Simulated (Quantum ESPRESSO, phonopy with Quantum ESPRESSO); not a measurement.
# SiC (P6_3mc): a volume series of phonon spectra, part 6 of 10

Aim: how the vibrations of SiC shift with volume, and the expansion that follows.

Quantum ESPRESSO 7.5; DFT LDA, scalar-relativistic, plane waves, GBRV ultrasoft pseudopotentials.

So far. Step 5 (Zone-centre response): The Born charges sum to zero within 0.0037 e; the rest is removed before use. Acoustic frequencies in this log differ from zero by the error of the sum rule, which ph.x does not impose. Step 6 (A displaced supercell): At this level the gap is 2.39 eV on the k-mesh of the self-consistent run, which can miss the band edges.

**8. Phonons, V/V0 1**

This step: DFT LDA, scalar-relativistic, plane waves, GBRV ultrasoft pseudopotentials (phonopy with Quantum ESPRESSO 4.10.0 / 7.5).

Wall time 7.5 min (8 threads of Arm Neoverse V2, shared host).

This step gave:

- point group: 6mm
- highest frequency: 973.1 cm⁻¹
- Debye temperature from the second moment: 1185 K
- lowest frequency on the path: -1.4 cm⁻¹
- zero-point energy: 0.4426 eV/cell

Phonopy, LO-TO term from ph.x's tensors. Phonon branches along the path, in cm⁻¹:

| point | branch 1 | branch 2 | branch 3 | branch 4 | branch 9 | branch 10 | branch 11 | branch 12 |
| --- | --- | --- | --- | --- | --- | --- | --- | --- |
| Γ | -1 | 0 | 1 | 258 | 772 | 802 | 842 | 973 |
| halfway | 177 | 212 | 317 | 343 | 779 | 792 | 834 | 935 |
| M | 258 | 342 | 362 | 439 | 779 | 790 | 850 | 861 |
| halfway | 330 | 356 | 404 | 438 | 797 | 798 | 840 | 847 |
| K | 388 | 388 | 414 | 482 | 816 | 820 | 822 | 822 |
| halfway | 231 | 241 | 355 | 372 | 779 | 796 | 834 | 919 |
| Γ | -1 | 0 | 1 | 258 | 772 | 802 | 842 | 973 |
| halfway | 109 | 109 | 214 | 243 | 796 | 796 | 870 | 952 |
| A | 194 | 194 | 194 | 194 | 784 | 784 | 917 | 917 |
| halfway | 266 | 266 | 311 | 311 | 785 | 785 | 888 | 888 |
| L | 322 | 322 | 323 | 323 | 790 | 790 | 837 | 837 |
| halfway | 298 | 298 | 403 | 403 | 788 | 788 | 825 | 825 |
| H | 291 | 291 | 472 | 472 | 795 | 795 | 808 | 808 |
| halfway | 300 | 300 | 316 | 316 | 785 | 785 | 877 | 877 |
| A | 194 | 194 | 194 | 194 | 784 | 784 | 917 | 917 |
| jump to L | 322 | 322 | 323 | 323 | 790 | 790 | 837 | 837 |
| halfway | 281 | 323 | 353 | 381 | 777 | 791 | 842 | 852 |
| M | 258 | 342 | 362 | 439 | 779 | 790 | 850 | 861 |
| jump to H | 291 | 291 | 472 | 472 | 795 | 795 | 808 | 808 |
| halfway | 333 | 333 | 436 | 484 | 812 | 813 | 813 | 815 |
| K | 388 | 388 | 414 | 482 | 816 | 820 | 822 | 822 |

Harmonic. Thermo, by row:

| T (K) | F_vib (meV/atom) | S (J/mol-atom/K) | C_V (J/mol-atom/K) |
| --- | --- | --- | --- |
| 0 | 110.6 | 0 | 0 |
| 50 | 110.6 | 0.086 | 0.294 |
| 100 | 110.4 | 0.816 | 2.334 |
| 150 | 109.7 | 2.305 | 5.258 |
| 200 | 108 | 4.232 | 8.27 |
| 250 | 105.2 | 6.384 | 11.07 |
| 300 | 101.3 | 8.622 | 13.48 |
| 350 | 96.29 | 10.85 | 15.45 |
| 400 | 90.11 | 13.02 | 17.03 |
| 450 | 82.81 | 15.11 | 18.3 |
| 500 | 74.47 | 17.09 | 19.3 |
| 550 | 65.12 | 18.97 | 20.12 |
| 600 | 54.83 | 20.75 | 20.77 |
| 650 | 43.64 | 22.43 | 21.31 |
| 700 | 31.6 | 24.03 | 21.76 |
| 750 | 18.75 | 25.54 | 22.13 |
| 800 | 5.14 | 26.98 | 22.44 |
| 850 | -9.2 | 28.35 | 22.7 |
| 900 | -24.23 | 29.65 | 22.93 |
| 950 | -39.92 | 30.9 | 23.12 |
| 1000 | -56.24 | 32.09 | 23.29 |

The modes has structure finer than the step of the table below, so its rows give means over 50 cm⁻¹, whole bins alone (the curve runs from -10 to 1011 cm⁻¹). Peaks (cm⁻¹: height): C 779.6: 0.0790, 837.4: 0.0363; Si 298.2: 0.0208, 555.0: 0.0180, 779.6: 0.0219.

Phonopy on the run's constants, 21x21x11 mesh, Gaussian sigma 7.3 cm⁻¹. Table of modes by wavenumber; means over each step; values in 1/cm⁻¹/cell:

| wavenumber (cm⁻¹) | C | Si |
| --- | --- | --- |
| 50 | 8.5e-5 | 2.0e-4 |
| 100 | 3.2e-4 | 7.7e-4 |
| 150 | 7.4e-4 | 0.00187 |
| 200 | 0.00144 | 0.00390 |
| 250 | 0.00300 | 0.00899 |
| 300 | 0.00506 | 0.0182 |
| 350 | 0.00382 | 0.0155 |
| 400 | 0.00252 | 0.0115 |
| 450 | 0.00171 | 0.00912 |
| 500 | 0.00126 | 0.00613 |
| 550 | 0.00129 | 0.0151 |
| 600 | 3.3e-4 | 0.00715 |
| 650 | 0 | 3.8e-6 |
| 700 | 2.2e-6 | 3.1e-7 |
| 750 | 0.0261 | 0.00602 |
| 800 | 0.0409 | 0.0106 |
| 850 | 0.0219 | 0.00230 |
| 900 | 0.00692 | 0.00173 |
| 950 | 0.00257 | 9.4e-4 |

No LO-TO term. The modes at Γ (shares of kinetic energy by element, %):

| mode | frequency (cm⁻¹) | symmetry | Si % | C % |
| --- | --- | --- | --- | --- |
| 1 | 0.0 | - | 70 | 30 |
| 2 | 0.0 | - | 70 | 30 |
| 3 | 0.0 | - | 70 | 30 |
| 4 | 257.7 | E2 | 74 | 26 |
| 5 | 257.7 | E2 | 74 | 26 |
| 6 | 599.6 | B1 | 100 | 0 |
| 7 | 768.8 | E2 | 26 | 74 |
| 8 | 768.8 | E2 | 26 | 74 |
| 9 | 772.2 | A1 | 30 | 70 |
| 10 | 801.9 | E1 | 30 | 70 |
| 11 | 801.9 | E1 | 30 | 70 |
| 12 | 841.6 | B1 | 0 | 100 |

Displacements in mode 5 (257.7 cm⁻¹), the largest set to 1:
```
Si1 -1.00  0.00  0.00
Si2  1.00  0.00  0.00
C3   0.92  0.00  0.00
C4  -0.92  0.00  0.00
```

Displacements in mode 10 (801.9 cm⁻¹), the largest set to 1:
```
Si1 -0.06 -0.43  0.00
Si2 -0.06 -0.43  0.00
C3   0.14  1.00  0.00
C4   0.14  1.00  0.00
```

No mode is imaginary beyond numerical noise along the path.

The time given is that of the 4 pw.x runs on displaced cells behind this step.

**9. Relaxing at fixed volume, V/V0 1.015**

Each volume of the series is relaxed in shape and positions, since modes respond to internal strain as well.

This step: DFT LDA, scalar-relativistic, plane waves, GBRV ultrasoft pseudopotentials (Quantum ESPRESSO 7.5).

System of this step: SiC. It takes space group P6_3mc (No. 186, hexagonal). Conventional cell: a = 3.071 Å, b = 3.071 Å, c = 5.040 Å, α = 90.00°, β = 90.00°, γ = 120.00°. Nearest to Si lie 4 C at 1.88 to 1.89 Å. Nearest to C lie 4 Si at 1.88 to 1.89 Å. Farther neighbours are not listed.

relax.in

```
 &control
    calculation='vc-relax',
    prefix='x',
    outdir='./tmp',
    pseudo_dir='./pseudo',
    tprnfor=.true.,
    tstress=.true.,
    forc_conv_thr=2.0d-05,
    etot_conv_thr=1.0d-07,
    nstep=40,
 /
 &system
    ibrav=0,
    nat=4,
    ntyp=2,
    ecutwfc=45.0,
    ecutrho=270.0,
    occupations='fixed',
    nbnd=10,
 /
 &electrons
    conv_thr=1.0d-11,
    mixing_beta=0.7,
    electron_maxstep=100,
 /
 &ions
 /
 &cell
    press_conv_thr=0.1,
    cell_dofree='shape',
 /
ATOMIC_SPECIES
 Si     28.0850  Si.upf
 C      12.0110  C.upf
CELL_PARAMETERS angstrom
     3.071060857    0.000000000    0.000000000
    -1.535530428    2.659616719    0.000000000
     0.000000000    0.000000000    5.040176693
ATOMIC_POSITIONS crystal
 Si     0.333333333   0.666666667   0.004600052
 Si     0.666666667   0.333333333   0.504600052
 C      0.333333333   0.666666667   0.380399948
 C      0.666666667   0.333333333   0.880399948
K_POINTS automatic
 12 12 6 0 0 0
```

Started as:

```console
OMP_NUM_THREADS=1 mpirun -n 8 pw.x -nk 8 -in relax.in > relax.out
```

The program printed:

```text
[banner, memory and clock lines left out]
Program PWSCF v.7.5

     Message from routine setup:
     using ibrav=0 with symmetry is DISCOURAGED, use correct ibrav instead

     G-vector sticks info

     bravais-lattice index     =            0
     lattice parameter (alat)  =       5.8035  a.u.
     unit-cell volume          =     277.8113 (a.u.)^3
     number of atoms/cell      =            4
     number of atomic types    =            2
     number of electrons       =        16.00
[...]
Total force =     0.000000     Total SCF correction =     0.000000
     SCF correction compared to forces is large: reduce conv_thr to get better values

     Computing stress (Cartesian axis) and pressure

          total   stress  (Ry/bohr**3)                   (kbar)     P=      -33.41
[...]
0.00000000  -0.00022714  -0.00000000            0.00      -33.41       -0.00
   0.00000000   0.00000000  -0.00022701            0.00        0.00      -33.39

     XML data file, charge density, pseudopotentials, collected wavefunctions
[key lines of the parts left out:]
!    total energy              =     -42.39991571 Ry
convergence has been achieved in  16 iterations
```

The job ended after 9.9 s (8 MPI ranks).

Little changed from the start: no atom moved by 0.005 Å and no cell edge by 0.1 %.

After the last step pw.x solved the final cell once more on a basis chosen for it, which moves the energy without moving the atoms.

**10. Self-consistent run, V/V0 1.015**

A tight ground state at this cell gives the energy of this member; its pressure is the stress at this cutoff, which can carry an offset from the finite basis.

scf.in

```
 &control
    calculation='scf',
    prefix='x',
    outdir='./tmp',
    pseudo_dir='./pseudo',
    tprnfor=.true.,
    tstress=.true.,
 /
 &system
    ibrav=0,
    nat=4,
    ntyp=2,
    ecutwfc=45.0,
    ecutrho=270.0,
    occupations='fixed',
    nbnd=10,
 /
 &electrons
    conv_thr=1.0d-12,
    mixing_beta=0.7,
    electron_maxstep=100,
 /
ATOMIC_SPECIES
 Si     28.0850  Si.upf
 C      12.0110  C.upf
CELL_PARAMETERS angstrom
     3.070934375    0.000000000    0.000000000
    -1.535467187    2.659507182    0.000000000
     0.000000000    0.000000000    5.040591879
ATOMIC_POSITIONS crystal
 Si     0.333333333   0.666666667   0.004590270
 Si     0.666666667   0.333333333   0.504590270
 C      0.333333333   0.666666667   0.380409730
 C      0.666666667   0.333333333   0.880409730
K_POINTS automatic
 12 12 6 0 0 0
```

Started as:

```console
OMP_NUM_THREADS=1 mpirun -n 8 pw.x -nk 8 -in scf.in > scf.out
```

The program printed:

```text
[banner, memory and clock lines left out]
Program PWSCF v.7.5

     Message from routine setup:
     using ibrav=0 with symmetry is DISCOURAGED, use correct ibrav instead

     G-vector sticks info

     bravais-lattice index     =            0
     lattice parameter (alat)  =       5.8032  a.u.
     unit-cell volume          =     277.8113 (a.u.)^3
     number of atoms/cell      =            4
     number of atomic types    =            2
     number of electrons       =        16.00
[...]
Total force =     0.000000     Total SCF correction =     0.000000
     SCF correction compared to forces is large: reduce conv_thr to get better values

     Computing stress (Cartesian axis) and pressure

          total   stress  (Ry/bohr**3)                   (kbar)     P=      -33.41
  -0.00022714   0.00000000   0.00000000          -33.41        0.00        0.00
   0.00000000  -0.00022714   0.00000000            0.00      -33.41        0.00
   0.00000000   0.00000000  -0.00022701            0.00        0.00      -33.39

     XML data file, charge density, pseudopotentials, collected wavefunctions
[key lines of the parts left out:]
!    total energy              =     -42.39991572 Ry
convergence has been achieved in  11 iterations
```

Elapsed: 3.8 s, on 8 MPI ranks; 29 s of CPU time.

At this level the gap is 2.16 eV on the k-mesh of the self-consistent run, which can miss the band edges.

**11. Zone-centre response**

In a polar crystal the Born charges and ε∞ give the long-range dipole term that a finite supercell misses. They are those of this k-mesh and were not tested on a denser one; where the gap is small they converge slowly, and the LO modes with them.

ph.in

```
phonons
 &inputph
    prefix='x',
    outdir='./tmp',
    fildyn='x.dyn',
    tr2_ph=1.0d-18,
    epsil=.true.,
 /
0.000000000 0.000000000 0.000000000
```

scf.in is that of step 10.

Started as:

```console
OMP_NUM_THREADS=1 mpirun -n 8 ph.x -nk 8 -in ph.in > ph.out
```

The program printed:

```text
[banner, memory and clock lines left out]
Program PHONON v.7.5

     ./tmp/x.save/

     IMPORTANT: XC functional enforced from input :
     Exchange-correlation= PZ
                           (   1   1   0   0   0   0   0)
     Any further DFT definition will be discarded
     Please, verify this is what you really want

     G-vector sticks info

     Reading collected, re-writing distributed wavefunctions in ./tmp/

     Number and degeneracy of irreps per q-point
       N         xq(1)         xq(2)         xq(3)   N irreps
[...]
**************************************************************************

     Mode symmetry, C_6v (6mm)  point group:

     freq (   1-   2) =         -5.8  [cm-1]   --> E_1             I+R
     freq (   3-   3) =         -5.6  [cm-1]   --> A_1             I+R
     freq (   4-   5) =        258.5  [cm-1]   --> E_2             R
     freq (   6-   6) =        591.0  [cm-1]   --> B_1
     freq (   7-   8) =        753.3  [cm-1]   --> E_2             R
     freq (   9-   9) =        758.9  [cm-1]   --> A_1             I+R
     freq (  10-  11) =        788.4  [cm-1]   --> E_1             I+R
     freq (  12-  12) =        827.1  [cm-1]   --> B_1
```

Run time: 80 s. Hardware: 8 MPI ranks; 11 min of CPU time.

ε∞:

```
6.93 0.00 0.00
0.00 6.93 0.00
0.00 0.00 7.28
```

The Born charges sum to zero within 0.0037 e; the rest is removed before use. Acoustic frequencies in this log differ from zero by the error of the sum rule, which ph.x does not impose.

**12. A displaced supercell**

One atom (for the harmonic constants) or a pair of atoms (for the cubic ones) is moved by a few hundredths of an ångström; the forces on all atoms give a column of force constants. The threshold is tight because the forces are small.

System of this step: SiC. The cell holds 32 atoms: 16 Si and 16 C. Its edges and angles: a = 6.142 Å, b = 6.142 Å, c = 10.081 Å, α = 90.0°, β = 90.0°, γ = 120.0°. It derives from SiC, repeated 2×2×2.

disp-00001.in

```
 &control
    calculation='scf',
    prefix='x',
    outdir='./tmp',
    pseudo_dir='./pseudo',
    tprnfor=.true.,
    disk_io='none',
 /
 &system
    ibrav=0,
    nat=32,
    ntyp=2,
    ecutwfc=45.0,
    ecutrho=270.0,
    occupations='fixed',
    nbnd=66,
 /
 &electrons
    conv_thr=1.0d-11,
    mixing_beta=0.7,
    electron_maxstep=100,
 /
ATOMIC_SPECIES
 Si     28.0850  Si.upf
 C      12.0110  C.upf
CELL_PARAMETERS angstrom
     6.141868750    0.000000000    0.000000000
    -3.070934374    5.319014364    0.000000000
     0.000000000    0.000000000   10.081183758
ATOMIC_POSITIONS crystal
 Si     0.168360896   0.333333333   0.003989364
 Si     0.666666667   0.333333333   0.002295135
 Si     0.166666667   0.833333333   0.002295135
 Si     0.666666667   0.833333333   0.002295135
 Si     0.166666667   0.333333333   0.502295135
 Si     0.666666667   0.333333333   0.502295135
 Si     0.166666667   0.833333333   0.502295135
 Si     0.666666667   0.833333333   0.502295135
 Si     0.333333333   0.166666667   0.252295135
 Si     0.833333333   0.166666667   0.252295135
 Si     0.333333333   0.666666667   0.252295135
 Si     0.833333333   0.666666667   0.252295135
 Si     0.333333333   0.166666667   0.752295135
 Si     0.833333333   0.166666667   0.752295135
 Si     0.333333333   0.666666667   0.752295135
 Si     0.833333333   0.666666667   0.752295135
 C      0.166666667   0.333333333   0.190204865
 C      0.666666667   0.333333333   0.190204865
 C      0.166666667   0.833333333   0.190204865
 C      0.666666667   0.833333333   0.190204865
 C      0.166666667   0.333333333   0.690204865
 C      0.666666667   0.333333333   0.690204865
 C      0.166666667   0.833333333   0.690204865
 C      0.666666667   0.833333333   0.690204865
 C      0.333333333   0.166666667   0.440204865
 C      0.833333333   0.166666667   0.440204865
 C      0.333333333   0.666666667   0.440204865
 C      0.833333333   0.666666667   0.440204865
 C      0.333333333   0.166666667   0.940204865
 C      0.833333333   0.166666667   0.940204865
 C      0.333333333   0.666666667   0.940204865
 C      0.833333333   0.666666667   0.940204865
K_POINTS automatic
 4 4 2 0 0 0
```

Started as:

```console
OMP_NUM_THREADS=1 mpirun -n 2 pw.x -nk 2 -in disp-00001.in > disp-00001.out
```

The program printed:

```text
[banner, memory and clock lines left out]
Program PWSCF v.7.5

     G-vector sticks info

     bravais-lattice index     =            0
     lattice parameter (alat)  =      11.6064  a.u.
     unit-cell volume          =    2222.4901 (a.u.)^3
     number of atoms/cell      =           32
     number of atomic types    =            2
     number of electrons       =       128.00
     number of Kohn-Sham states=           66
     kinetic-energy cutoff     =      45.0000  Ry
[...]
atom    1 type  1   force =    -0.01015569    0.00010266   -0.01681692
     atom    2 type  1   force =     0.00216314   -0.00070117   -0.00119115
     atom    3 type  1   force =     0.00069516   -0.00084709   -0.00082164
[...]
atom   31 type  2   force =     0.00093787   -0.00181872    0.00264162
     atom   32 type  2   force =    -0.00011233    0.00000074    0.00035816

     Total force =     0.022677     Total SCF correction =     0.000009
     Message from routine punch:
     Nothing written, as per user request (disk_io='none')
[key lines of the parts left out:]
!    total energy              =    -339.19854532 Ry
convergence has been achieved in  18 iterations
```

It took 7.5 min on 2 MPI ranks; 15 min of CPU time.

**13. Phonons, V/V0 1.015**

This step: DFT LDA, scalar-relativistic, plane waves, GBRV ultrasoft pseudopotentials (phonopy with Quantum ESPRESSO 4.10.0 / 7.5).

It took 7.5 min on 8 threads; 60 min of CPU time.

Phonopy, LO-TO term from ph.x's tensors. The phonon branches at the labelled points (cm⁻¹):

| point | branch 1 | branch 2 | branch 3 | branch 4 | branch 9 | branch 10 | branch 11 | branch 12 |
| --- | --- | --- | --- | --- | --- | --- | --- | --- |
| Γ | -1 | 0 | 1 | 258 | 759 | 788 | 827 | 958 |
| halfway | 177 | 211 | 317 | 338 | 765 | 778 | 818 | 920 |
| M | 259 | 340 | 362 | 436 | 764 | 775 | 835 | 846 |
| halfway | 329 | 354 | 402 | 435 | 781 | 782 | 825 | 832 |
| K | 386 | 386 | 413 | 479 | 800 | 804 | 807 | 807 |
| halfway | 230 | 239 | 354 | 367 | 764 | 782 | 817 | 904 |
| Γ | -1 | 0 | 1 | 258 | 759 | 788 | 827 | 958 |
| halfway | 109 | 109 | 210 | 243 | 783 | 783 | 856 | 936 |
| A | 194 | 194 | 194 | 194 | 770 | 770 | 902 | 902 |
| halfway | 265 | 265 | 310 | 310 | 770 | 770 | 873 | 873 |
| L | 322 | 322 | 323 | 323 | 776 | 776 | 822 | 822 |
| halfway | 298 | 298 | 401 | 401 | 772 | 772 | 810 | 810 |
| H | 291 | 291 | 470 | 470 | 781 | 781 | 792 | 792 |
| halfway | 298 | 298 | 315 | 315 | 770 | 770 | 862 | 862 |
| A | 194 | 194 | 194 | 194 | 770 | 770 | 902 | 902 |
| jump to L | 322 | 322 | 323 | 323 | 776 | 776 | 822 | 822 |
| halfway | 281 | 322 | 353 | 379 | 762 | 776 | 827 | 838 |
| M | 259 | 340 | 362 | 436 | 764 | 775 | 835 | 846 |
| jump to H | 291 | 291 | 470 | 470 | 781 | 781 | 792 | 792 |
| halfway | 332 | 332 | 435 | 481 | 795 | 798 | 798 | 799 |
| K | 386 | 386 | 413 | 479 | 800 | 804 | 807 | 807 |

No mode is imaginary beyond numerical noise along the path. The highest zone-centre mode (no LO–TO term) moved by -1.7 % for a volume change of +1.5 %.

The time given is that of the 4 pw.x runs on displaced cells behind this step.

**14. Relaxing at fixed volume, V/V0 0.985**

The volume is fixed at the new value while shape and atoms relax, so that only the volume differs between members of the series.

This step: DFT LDA, scalar-relativistic, plane waves, GBRV ultrasoft pseudopotentials (Quantum ESPRESSO 7.5).

System of this step: SiC. The structure is hexagonal, space group P6_3mc (No. 186). The conventional cell has a = 3.041 Å, b = 3.041 Å, c = 4.990 Å, α = 90.00°, β = 90.00°, γ = 120.00°. Nearest to Si lie 4 C at 1.86 to 1.88 Å. Nearest to C lie 4 Si at 1.86 to 1.88 Å. Farther neighbours are not listed.

relax.in, as its differences from that of step 9:

```diff
@@ -35,5 +35,5 @@
 CELL_PARAMETERS angstrom
-     3.071060857    0.000000000    0.000000000
-    -1.535530428    2.659616719    0.000000000
-     0.000000000    0.000000000    5.040176693
+     3.040501010    0.000000000    0.000000000
+    -1.520250505    2.633151115    0.000000000
+     0.000000000    0.000000000    4.990022354
 ATOMIC_POSITIONS crystal
```

Started as:

```console
OMP_NUM_THREADS=1 mpirun -n 8 pw.x -nk 8 -in relax.in > relax.out
```

The program printed:

```text
[banner, memory and clock lines left out]
Program PWSCF v.7.5

     Message from routine setup:
     using ibrav=0 with symmetry is DISCOURAGED, use correct ibrav instead

     G-vector sticks info

     bravais-lattice index     =            0
     lattice parameter (alat)  =       5.7457  a.u.
     unit-cell volume          =     269.6001 (a.u.)^3
     number of atoms/cell      =            4
     number of atomic types    =            2
     number of electrons       =        16.00
[...]
atom    4 type  2   force =    -0.00000000    0.00000000   -0.00000390

     Total force =     0.000008     Total SCF correction =     0.000000

     Computing stress (Cartesian axis) and pressure

          total   stress  (Ry/bohr**3)                   (kbar)     P=       35.64
[...]
-0.00000000   0.00024241  -0.00000000           -0.00       35.66       -0.00
   0.00000000   0.00000000   0.00024201            0.00        0.00       35.60

     XML data file, charge density, pseudopotentials, collected wavefunctions
[key lines of the parts left out:]
!    total energy              =     -42.39982649 Ry
convergence has been achieved in  13 iterations
```

Elapsed: 9.8 s, on 8 MPI ranks; 78 s of CPU time.

Little changed from the start: no atom moved by 0.005 Å and no cell edge by 0.1 %.

After the last step pw.x solved the final cell once more on a basis chosen for it, which moves the energy without moving the atoms.

(Continued in part 7 of 10.)

[Logs are printed without paths, hosts, clocks, repeated set-up lines and the standing remarks that a program may print on its own settings, such as how far it seeks lower states.]

[Hosts, paths, dates, database ids (printed as entryN), source tags and the programs' standing remarks are cut or masked in the printed files.]

[A step with changed settings may run another functional than the one named; its input shows which.]

[Of the runs on displaced cells, only some may be shown.]
